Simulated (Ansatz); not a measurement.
Lu (P6_3/mmc): Drude plasma energy along x against volume

The cell of Lu (P6_3/mmc) is scaled evenly and the response computed anew at each volume, on one mesh. x, y and z are the Cartesian axes of the input cell.

Cell: a, b, c = 3.503, 3.503, 5.551 Å (primitive vectors), 2 atoms.

Method: Ansatz 0.2.0, PBE, independent particles, k-mesh 15×15×7 with interpolation inside its cells, Gaussian parameter 0.1 eV.

Launch of the response step: `ansatz run input.yaml --threads 4 --pin off --max-ram 8192MiB --backend cpu --events-out ev --progress --plain --runs-dir out`. The series took 18.2 min in all, on 4 threads of Intel(R) Xeon(R) Processor @ 2.50GHz (Skylake/Cascade Lake) (shared host).

| V/V₀ | V (Å³, primitive cell) | Drude plasma energy along x (eV) |
| --- | --- | --- |
| 0.94 | 55.45 | 3.621 |
| 0.96 | 56.63 | 3.526 |
| 0.98 | 57.81 | 3.433 |
| 1.00 | 58.99 | 3.341 |
| 1.02 | 60.17 | ? |
| 1.04 | 61.35 | 3.165 |
| 1.06 | 62.53 | 3.091 |

For small changes the quantity should be close to linear in ln V.

Working, on the rows shown:

| x = ln(V/V₀) | y = Drude plasma energy along x |
| --- | --- |
| -0.0618754 | 3.621 |
| -0.040822 | 3.526 |
| -0.0202027 | 3.433 |
| 0 | 3.341 |
| 0.0392207 | 3.165 |
| 0.0582689 | 3.091 |

Means: x̄ = -0.0042351, ȳ = 3.3628. Σ(x − x̄)(y − ȳ) = -0.04765, Σ(x − x̄)² = 0.01073. Slope = -0.04765 / 0.01073 = -4.441; intercept = ȳ − slope · x̄ = 3.344. The line misses the rows shown by at most 0.0058 eV.

Task: What does the fit predict for the withheld row, and how well does it do?

Result: At x = 0.019803 the line gives y = 3.2561 eV. The run gave 3.249 eV, so the interpolation is off by 0.0071 eV, 1.3 % of the range in the table.

Between the rows on either side of x = 0 the slope is (3.249 − 3.433) / (0.019803 − (-0.020203)) = -4.599. So d ln ωp/d ln V = -1.38; free electrons would give −0.50. The values come from a sum over the points of one k-mesh and carry its error, which is largest for Fermi-surface quantities. Spin-orbit coupling is left out.
